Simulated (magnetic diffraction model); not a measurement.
# YbSc below its ordering temperature

Space group Pm-3m (no. 221), a = 3.5440 Å.

```csv
site,atom,x,y,z
1b,Yb,1/2,1/2,1/2
1a,Sc,0,0,0
```

The compound is invented for this exercise: a known structure type with other elements, its cell scaled to their sizes and not relaxed.

Only Yb is taken to order (form factors of Yb3+); orders and moment sizes are assumed, and not adapted to the symmetry. Radiation: neutrons of λ = 2.567 Å, 5° to 90°; isotropic B of 0.14 Å² (Yb) and 0.14 Å² (Sc). Simulated constant-wavelength pattern: nuclear and magnetic terms add, the magnetic one as |2.695 fm × Σ f S⊥ exp(2πi Q·r) exp(−B s²)|², summed over all Q at one angle with the factor 1/(sin²θ cos θ). For collinear order S is the moment m, which repeats by lattice and centring translations R with the sign exp(−2πi k·R). Free-ion form factors, Sears's scattering lengths of 1992, no absorption; a label names one of the reflections at its angle. The strongest nuclear line in the range is 100, and lines under 0.2 are left out.

Above the ordering temperature:

```csv
2θ (°),index,I
61.62,(1 1 0),100.0
```

Below it (cell unchanged):

```
2θ (°)      I
 42.47    9.3
 61.62  108.9
 77.70    3.8
```

**Question.** Find the propagation vector, then choose among these models:
A. collinear moments along [100], 3.8 μB on Yb
B. collinear moments along [110], 3.8 μB on Yb
C. collinear moments along [111], 3.8 μB on Yb

No line moves, and magnetic intensity falls on nuclear lines such as the one at 61.62°; new lines at (0 1 0) and (1 1 1) have whole indices that obey the lattice centring, at places with no nuclear intensity to speak of, so the magnetic cell equals the chemical primitive cell: k = 0.

Magnetic intensity, observed (below minus above) and for each model:

| 2θ (°) | index | observed | A | B | C |
| --- | --- | --- | --- | --- | --- |
| 42.47 | (1 0 0) | 9.3 | 9.3 | 9.3 | 9.3 |
| 61.62 | (1 1 0) | 8.9 | 8.9 | 8.9 | 8.9 |
| 77.70 | (1 1 -1) | 3.8 | 3.8 | 3.8 | 3.8 |

Models A, B and C match alike on every line, so these data can't choose among them (such ties are often domains of one structure): a powder sees only the angle between collinear moments and the unique axis of a uniaxial spin configuration, and no direction at all where the configuration is cubic.

The structure used: k = (0 0 0), collinear moments along [100], 3.8 μB on Yb.

[Logs are printed without paths, hosts, clocks, repeated set-up lines and the standing remarks that a program may print on its own settings, such as how far it seeks lower states.]
